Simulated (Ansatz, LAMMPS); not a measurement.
**Relaxing glassy 35SiO2-35B2O3-15MgO-15K2O (mol %) (92 atoms)**

How does glassy 35SiO2-35B2O3-15MgO-15K2O (mol %) (92 atoms) relax, and what do bonds, charges and levels look like afterwards?

Program: Ansatz 0.2.0. Level of theory: Kohn-Sham DFT, revPBE, PAW (set soft_2), plane waves. Results are calculated unless marked as measured.

## (1) Starting point

The cell holds 92 atoms: 9 Si, 18 B, 4 Mg, 8 K and 53 O. Its edges and angles: a = 10.555 Å, b = 10.555 Å, c = 10.555 Å, α = 90.0°, β = 90.0°, γ = 90.0°. 92 atoms (9 Si, 18 B, 4 Mg, 8 K, 53 O) placed at random at 2.26 g/cm³, melted at 3000 K for 20 ps at fixed volume with the Buckingham and Coulomb pair potential of Guillot and Sator (Geochim. Cosmochim. Acta 71, 1249 (2007)) with the boron terms of Wang et al. (J. Non-Cryst. Solids 498, 294 (2018)). Quenched from 3000 K to 300 K at 20 K/ps and fixed volume, held 10 ps at zero pressure, then minimised at fixed cell.

Limits known from the start: The quench rate of 20 K/ps is orders of magnitude faster than experiment, which tends to freeze in extra defects. The network of bonds at the start is that of the classical potential that made the cell. Sampling is at Γ alone, for a cell whose shortest periodic width is 11 Å.

## (2) Single point at the start

The forces at the start show how far the geometry lies from a minimum of this functional.

File input.yaml:

```yaml
crystal:
  lattice:
    - [10.55479, 0.0, 0.0]
    - [0.0, 10.55479, 0.0]
    - [0.0, 0.0, 10.55479]
  atoms:
    - { symbol: Si, position: [0.04644, 0.14322, 0.20054] }
    - { symbol: Si, position: [0.13183, 0.23351, 0.92473] }
    - { symbol: Si, position: [0.40821, 0.70941, 0.57158] }
    - { symbol: Si, position: [0.92606, 0.50905, 0.08941] }
    [... 82 atom lines left out ...]
    - { symbol: O, position: [0.47578, 0.16935, 0.04026] }
    - { symbol: O, position: [0.40448, 0.78251, 0.70597] }
    - { symbol: O, position: [0.09972, 0.50075, 0.60226] }
    - { symbol: O, position: [0.63525, 0.58028, 0.9663] }
    - { symbol: O, position: [0.23074, 0.90207, 0.53949] }
    - { symbol: O, position: [0.2045, 0.633, 0.97995] }
kpoints:
  mp_grid: { grid: [1, 1, 1] }
hamiltonian:
  xc: revpbe
scf:
  occupations: { method: fixed }
output:
  forces: true
  stress: true
  populations: true
  dos:
    method: { smearing: { sigma: 0.1 } }
    de: 0.1
    projected: { site_lists: { B: [B], K: [K], Mg: [Mg], O: [O], Si: [Si] } }
  eigenvalues: true
```

Started as:

```sh
> ansatz run input.yaml --threads 4 --pin off --max-ram 8192MiB --backend cpu --events-out ev --progress --plain --runs-dir out
```

Run time: 16 s. Hardware: 4 threads of Arm Neoverse V2, shared host; peak memory 1.5 GiB.

Read from the output:

| Property | Result |
| --- | --- |
| free energy | -58816.4650 eV |
| free energy per atom | -639.3094 eV/atom |
| SCF cycles | 11 |
| pressure | 0.5221 GPa |
| r.m.s. force component | 1.001 eV/Å |
| longest force | 4.718 eV/Å |
| Fermi energy | 4.98 eV |
| gap (highest filled to lowest empty level) | 2.043 eV |
| spilling of the projection | 0.009264 |

The r.m.s. force component of 1.0 eV/Å and the pressure of 0.52 GPa set the starting point.

Neighbours are counted within 1.83 Å (O-B), 2.08 Å (O-Si), 3.52 Å (O-K), 2.43 Å (O-Mg).

Length of the force by element and coordination:

```csv
element,coordination,atoms,mean length of the force (eV/Å),spread,least,most
B,all,18,2.12,1.14,0.475,4.72
B,3,12,1.88,0.947,0.475,3.29
B,4,6,2.58,1.33,0.837,4.72
K,all,8,1.54,0.478,0.669,2.46
K,5,2,1.47,0.0603,1.41,1.53
K,6,2,1.65,0.296,1.35,1.95
K,7,2,1.07,0.405,0.669,1.48
K,8,1,1.47,0,1.47,1.47
K,9,1,2.46,0,2.46,2.46
Mg,all,4,1.29,0.389,0.797,1.72
Mg,4,1,1.61,0,1.61,1.61
Mg,5,3,1.18,0.393,0.797,1.72
O,all,53,1.34,0.522,0.360,2.54
O,2,15,1.05,0.394,0.467,2.06
O,3,19,1.51,0.428,0.509,2.54
O,4,15,1.38,0.569,0.539,2.32
O,5,3,1.47,0.787,0.360,2.04
O,6,1,1.34,0,1.34,1.34
Si,all,9,1.93,0.451,1.10,2.53
```

## (3) Relaxation

The atoms are relaxed in the fixed cell, aiming at the force tolerance of the input.

input.yaml, the sections that differ from step 2:

```yaml
output:
  forces: true
relax:
  f_tol: 0.05
  max_steps: 200
# crystal, kpoints, hamiltonian, scf: as in step 2
```

The job ended after 5 min (4 threads; peak memory 1.3 GiB; 19 min of CPU time).

The steps of the relaxation (22 of 47):

```csv
step,energy less that of the first step (eV),largest force component (eV/Å)
1,0.0000,4.6806
3,-6.0055,0.7945
5,-7.2236,0.5658
8,-7.9777,0.2199
10,-8.1374,0.2187
12,-8.2177,0.2628
14,-8.2814,0.2726
16,-8.2965,0.2972
19,-8.3555,0.1124
21,-8.3735,0.1573
23,-8.3889,0.1088
25,-8.4010,0.0643
27,-8.4097,0.0706
29,-8.4168,0.0560
32,-8.4326,0.1063
34,-8.4813,0.2784
36,-8.5370,0.5614
38,-8.6548,0.2358
40,-8.7319,0.1780
43,-8.7796,0.1544
45,-8.7890,0.0622
47,-8.7930,0.0496
```

Relaxation steps 16, 46 were tried and not accepted.

The atoms that moved most (Å):

```
atom      dx      dy      dz  length
 O79   1.299   0.837  -0.785   1.733
Mg30   0.600   1.135  -0.707   1.466
 O83   0.251   1.210  -0.515   1.339
 K35   1.030  -0.496   0.127   1.150
 O57  -1.030   0.418   0.129   1.119
 K32  -0.638   0.888  -0.090   1.097
 K34  -0.656   0.121   0.780   1.026
 O76   0.111   0.564  -0.840   1.018
```

The relaxation changed the energy by -95.6 meV/atom, and atoms moved by 0.52 Å r.m.s., 1.7 Å at most.

## (4) Distances and neighbours after relaxation

Bonds before and after, by the cutoffs listed below:

| pair | bonds before | bonds after | mean before (Å) | mean after (Å) | spread before (Å) | spread after (Å) |
| --- | --- | --- | --- | --- | --- | --- |
| O-B | 60 | 60 | 1.425 | 1.426 | 0.041 | 0.061 |
| O-Si | 36 | 36 | 1.634 | 1.644 | 0.015 | 0.027 |
| O-K | 47 | 53 | 3.067 | 2.897 | 0.161 | 0.211 |
| O-Mg | 19 | 20 | 2.079 | 2.074 | 0.089 | 0.128 |

Density 2.41 g/cm³, 12.78 Å³ an atom.

Pair distribution functions g(r), in bins of 0.2 Å:

```csv
r (Å),total,O-O,O-B,O-Si,O-K,O-Mg,B-B
1.30,1.53,0.00,6.80,0.00,0.00,0.00,0.00
1.50,1.79,0.00,7.72,0.40,0.00,0.00,0.00
1.70,1.43,0.00,0.00,12.66,0.00,0.00,0.00
1.90,0.26,0.00,0.00,0.00,0.00,5.15,0.00
2.10,0.20,0.00,0.00,0.22,0.00,3.60,0.00
2.30,0.63,1.64,0.00,0.00,0.00,1.67,0.00
2.50,1.34,3.17,0.07,0.00,0.67,0.38,0.44
2.70,1.20,1.88,0.13,0.13,2.42,0.29,5.21
2.90,0.83,0.87,0.18,0.23,2.10,0.50,0.36
3.10,0.81,0.65,0.95,0.10,1.27,0.44,0.30
3.30,1.08,0.67,1.60,1.35,0.72,0.21,0.00
3.50,1.14,0.76,1.43,1.45,0.98,1.45,0.92
3.70,1.23,0.78,2.10,1.64,0.48,1.41,1.24
3.90,1.21,0.90,1.71,1.73,0.95,1.02,1.33
4.10,1.06,0.93,1.05,1.94,0.66,1.42,0.86
4.30,0.99,1.19,0.82,0.69,1.25,0.84,1.28
4.50,1.02,1.11,0.85,0.87,0.87,1.52,1.42
4.70,1.07,1.40,0.76,1.02,1.09,0.99,0.66
4.90,1.07,1.29,0.68,0.78,0.87,1.10,1.57
5.10,0.84,0.83,0.77,0.64,1.06,0.67,0.89
```

Bonds by pair of elements; cutoffs follow the first minimum of g(r), held within bounds set by covalent radii, and pairs that aren't listed don't count as bonded:

```
pair A-B  cutoff (Å)  bonds  mean length (Å)  spread (Å)  shortest (Å)  B about A  A about B
     O-B        1.83     60             1.43       0.061          1.32       1.13       3.33
    O-Si        1.95     36             1.64       0.027          1.59      0.679          4
     O-K        3.38     53             2.90       0.211          2.55          1       6.62
    O-Mg        2.42     20             2.07       0.128          1.91      0.377          5
```

How many atoms have how many bonded neighbours:

```
element  mean   2   3   4  5  6  7  10
      B  3.33   0  12   6  0  0  0   0
      K  6.62   0   0   0  2  2  3   1
     Mg     5   0   0   1  2  1  0   0
      O  3.19  10  23  20  0  0  0   0
     Si     4   0   0   9  0  0  0   0
```

Bond angles, per cent of each kind in bins of 5°:

| angle (°) | O-B-O | B-O-K | O-Si-O | O-Mg-O |
| --- | --- | --- | --- | --- |
| 60–65 | 0.0 | 0.0 | 0.0 | 2.4 |
| 65–70 | 0.0 | 0.0 | 0.0 | 12.2 |
| 70–75 | 0.0 | 1.7 | 0.0 | 2.4 |
| 75–80 | 0.0 | 3.4 | 0.0 | 0.0 |
| 80–85 | 0.0 | 6.8 | 0.0 | 2.4 |
| 85–90 | 0.0 | 15.3 | 0.0 | 7.3 |
| 90–95 | 0.0 | 15.3 | 0.0 | 12.2 |
| 95–100 | 1.4 | 20.3 | 7.4 | 12.2 |
| 100–105 | 5.6 | 3.4 | 13.0 | 9.8 |
| 105–110 | 23.6 | 8.5 | 29.6 | 7.3 |
| 110–115 | 23.6 | 5.1 | 40.7 | 0.0 |
| 115–120 | 15.3 | 3.4 | 5.6 | 2.4 |
| 120–125 | 23.6 | 3.4 | 1.8 | 4.9 |
| 125–130 | 6.9 | 3.4 | 0.0 | 4.9 |
| 130–135 | 0.0 | 0.0 | 0.0 | 0.0 |
| 135–140 | 0.0 | 5.1 | 1.8 | 4.9 |
| 140–145 | 0.0 | 1.7 | 0.0 | 2.4 |
| 145–150 | 0.0 | 0.0 | 0.0 | 0.0 |
| 150–155 | 0.0 | 1.7 | 0.0 | 7.3 |
| 155–160 | 0.0 | 0.0 | 0.0 | 2.4 |
| 160–165 | 0.0 | 0.0 | 0.0 | 0.0 |
| 165–170 | 0.0 | 0.0 | 0.0 | 2.4 |
| 170–175 | 0.0 | 1.7 | 0.0 | 0.0 |

Bond angles (no mean is given where the spread exceeds 20°):

| angle | count | mean (°) | spread (°) |
| --- | --- | --- | --- |
| O-B-O | 72 | 115 | 7.1 |
| B-O-K | 59 | 102 | 19.8 |
| O-Si-O | 54 | 109 | 6.5 |
| O-Mg-O | 41 | - | - |

Oxygen atoms by the number of network formers (Si, P, Ge, B, Al, As, Ga) bound to them:

| network formers bound to O | O atoms | per cent |
| --- | --- | --- |
| 0 | 0 | 0 |
| 1 | 10 | 18.9 |
| 2 | 43 | 81.1 |

Network units: each former by its oxygen neighbours and how many of them bridge to another former:

```
former  O neighbours  bridging O  atoms
    Si             4           3      2
    Si             4           4      7
     B             3           2      6
     B             3           3      6
     B             4           3      2
     B             4           4      4
```

Bond length by coordination (bonds to H left out):

| element | coordination | atoms | mean bond length (Å) |
| --- | --- | --- | --- |
| B | 3 | 12 | 1.39 |
| B | 4 | 6 | 1.49 |
| K | 5 | 2 | 2.78 |
| K | 6 | 2 | 2.86 |
| K | 7 | 3 | 2.94 |
| K | 10 | 1 | 2.97 |
| Mg | 4 | 1 | 2.08 |
| Mg | 5 | 2 | 2.04 |
| Mg | 6 | 1 | 2.13 |
| O | 2 | 10 | 1.55 |
| O | 3 | 23 | 1.92 |
| O | 4 | 20 | 2.20 |

Rings of the network by King's shortest-path rule, up to 12 atoms, one path for each pair of neighbours; H, halogens, alkali and alkaline-earth atoms are left out, and the last column divides by all other atoms, bonded or not:

```
ring size (atoms)  rings  per network atom
                8      2             0.025
               10      6             0.075
               12      4              0.05
```

For some of the pairs, g(r) has its first main peak near 2.4 Å (O-O), 1.4 Å (O-B), 1.6 Å (O-Si), 2.7 Å (O-K), 2.0 Å (O-Mg) and 2.7 Å (B-B). Counting bonds as in the table, 67 % of B atoms have 3, 38 % of K atoms have 7, 50 % of Mg atoms have 5 and 43 % of O atoms have 3 bonded neighbours. The O-B-O angle averages 115° with a spread of 7°. 81 % of the oxygens bridge two formers (Si and B) and 19 % are non-bridging. Rings of 10 atoms are the most common (50 % of those counted); sizes run from 8 to 12, where the search stops.

## (5) Single point at the relaxed geometry

The electronic structure is read at the final geometry, in a run of its own.

File input.yaml:

```yaml
crystal:
  lattice:
    - [10.55479, 0.0, 0.0]
    - [0.0, 10.55479, 0.0]
    - [0.0, 0.0, 10.55479]
  atoms:
    - { symbol: Si, position: [0.03733, 0.12893, 0.19205] }
    - { symbol: Si, position: [0.13472, 0.22246, 0.93625] }
    - { symbol: Si, position: [0.42372, 0.69163, 0.58627] }
    - { symbol: Si, position: [0.92911, 0.50108, 0.10797] }
    [... 82 atom lines left out ...]
    - { symbol: O, position: [0.44806, 0.17498, 0.09898] }
    - { symbol: O, position: [0.42664, 0.76288, 0.7224] }
    - { symbol: O, position: [0.11292, 0.47772, 0.56517] }
    - { symbol: O, position: [0.63179, 0.57699, 0.96299] }
    - { symbol: O, position: [0.24081, 0.93886, 0.51673] }
    - { symbol: O, position: [0.20613, 0.6309, 0.98251] }
kpoints:
  mp_grid: { grid: [1, 1, 1] }
hamiltonian:
  xc: revpbe
scf:
  occupations: { method: fixed }
output:
  forces: true
  stress: true
  populations: true
  dos:
    method: { smearing: { sigma: 0.15 } }
    de: 0.1
    projected: { site_lists: { B: [B], K: [K], Mg: [Mg], O: [O], Si: [Si] } }
  eigenvalues: true
  write_density: true
  write_potential: true
  volumetric_format: npy
```

Run time: 15 s. Hardware: 4 threads; peak memory 1.5 GiB; 58 s of CPU time.

Numbers from this run:

| Item | Value |
| --- | --- |
| free energy | -58825.2580 eV |
| free energy per atom | -639.4050 eV/atom |
| SCF cycles | 9 |
| pressure | 2.453 GPa |
| r.m.s. force component | 0.011 eV/Å |
| longest force | 0.07447 eV/Å |
| Fermi energy | 3.946 eV |
| gap (highest filled to lowest empty level) | 3.978 eV |
| spilling of the projection | 0.009116 |

Löwdin charges by element and coordination (they lack the spilled electrons, 0.052 e an atom on average):

```csv
element,coordination,atoms,mean charge (e),spread,least,most
B,all,18,0.581,0.0351,0.523,0.631
B,3,12,0.582,0.0379,0.523,0.631
B,4,6,0.578,0.0285,0.540,0.612
K,all,8,0.882,0.0094,0.866,0.896
K,5,2,0.896,8.0e-4,0.895,0.896
K,6,2,0.878,0.0027,0.875,0.880
K,7,3,0.876,0.0075,0.866,0.885
K,10,1,0.881,0,0.881,0.881
Mg,all,4,1.67,0.0029,1.66,1.67
Mg,4,1,1.67,0,1.67,1.67
Mg,5,2,1.66,0.0018,1.66,1.67
Mg,6,1,1.67,0,1.67,1.67
O,all,53,-0.660,0.146,-1.00,-0.430
O,2,10,-0.657,0.118,-0.794,-0.443
O,3,23,-0.620,0.143,-1.00,-0.430
O,4,20,-0.709,0.148,-0.976,-0.463
Si,all,9,1.73,0.0413,1.65,1.79
```

Density of states as counts of states in windows of 1 eV (from the Fermi level), total and the larger projections:

```
from (eV)  to (eV)  total   O p  B p   O s   K p
      -18      -17   15.7   0.3  2.5  11.8   0.0
      -17      -16    5.1   0.1  0.5   3.8   0.0
      -16      -14    0.0   0.0  0.0   0.0   0.0
      -14      -13    0.8   0.0  0.0   0.0   0.8
      -13      -12   37.3   0.3  0.1   0.1  36.6
      -12      -11    9.9   0.1  0.0   0.0   9.8
      -11      -10    2.3   1.6  0.1   0.1   0.0
      -10       -9   13.6   9.3  0.7   0.4   0.0
       -9       -8   15.2  10.6  1.5   0.5   0.0
       -8       -7   21.3  15.0  3.0   0.5   0.0
       -7       -6   25.8  18.5  3.9   0.4   0.1
       -6       -5   21.7  16.0  3.2   0.8   0.0
       -5       -4   31.6  24.5  3.6   1.5   0.1
       -4       -3   45.6  39.0  2.4   1.7   0.1
       -3       -2   58.6  53.9  1.3   1.1   0.1
       -2       -1   55.9  53.3  0.6   0.5   0.1
       -1        0   25.2  24.1  0.3   0.2   0.0
        0        1    1.2   1.1  0.0   0.0   0.0
        1        3    0.0   0.0  0.0   0.0   0.0
        3        4    1.0   0.0  0.0   0.2   0.0
        4        5    1.1   0.0  0.0   0.2   0.0
```

With fixed occupations the program's Fermi level is the highest filled level; weight inside the gap is the broadening of levels at its edges.

Between -26 and -18 eV lie 85 more states.

The stored curve holds about 472 of the 520 electrons; the rest, give or take the few that broadening carries across the Fermi level, lie in deeper levels below its range.

The levels nearest the highest filled one (over half full), pooled over k-points and spins:

```csv
level less the highest filled one (eV),occupation
-0.675,2
-0.607,2
-0.511,2
-0.409,2
-0.357,2
0,2
3.98,0
5.18,0
5.42,0
5.47,0
5.64,0
5.75,0
```

Mean Löwdin charges: B +0.58, K +0.88, Mg +1.67, O -0.66, Si +1.73 e (they miss 0.91 % of the electrons, so they add up to more than the cell's charge).

Runs without a result: crystal.symmetry.detect = false and total_charge = 1 (refused).

## (6) Results

```json
{
 "energy change in the relaxation": "-95.58 meV/atom",
 "r.m.s. displacement": "0.521 Å",
 "largest displacement": "1.733 Å",
 "free energy per atom": "-639.4050 eV/atom",
 "pressure": "2.453 GPa",
 "r.m.s. force component": "0.011 eV/Å",
 "gap (highest filled to lowest empty level)": "3.978 eV",
 "wall time of the 3 DFT runs": "5.6 min"
}
```

**Reading.** Relaxation lowers the energy by 95.6 meV/atom and moves atoms by 0.52 Å r.m.s.; the r.m.s. force component goes from 1.0 to 0.011 eV/Å, the pressure goes from 0.52 to 2.5 GPa, and the gap from 2.04 to 3.98 eV. By the final cutoffs 14 of 162 bonded pairs parted and 21 joined. First to last step the energy falls by 8.793 eV; the largest move, 1.73 Å, is that of O79. The O-K bonds change most in mean length: from 3.067 Å (spread 0.161) to 2.897 Å (spread 0.211), and their number from 47 to 53. Counting bonds as in the table, 67 % of B atoms have 3, 38 % of K atoms have 7, 50 % of Mg atoms have 5 and 43 % of O atoms have 3 bonded neighbours. 81 % of the oxygens bridge two formers (Si and B) and 19 % are non-bridging. The highest filled and lowest empty levels differ by 3.98 eV (at Γ alone); a semilocal functional tends to put such gaps too low. In a disordered cell it changes from sample to sample, and tail or defect levels can set it.

Caveats: The starting topology of bonds comes from the classical model; in DFT 14 of its 162 bonded pairs passed out of the cutoffs and 21 came within them. The pressure of 2.5 GPa shows the cell to be compressed for this functional.

[Logs are printed without paths, hosts, clocks, repeated set-up lines and the standing remarks that a program may print on its own settings, such as how far it seeks lower states.]

[Hosts, paths, dates, database ids (printed as entryN), source tags and the programs' standing remarks are cut or masked in the printed files.]
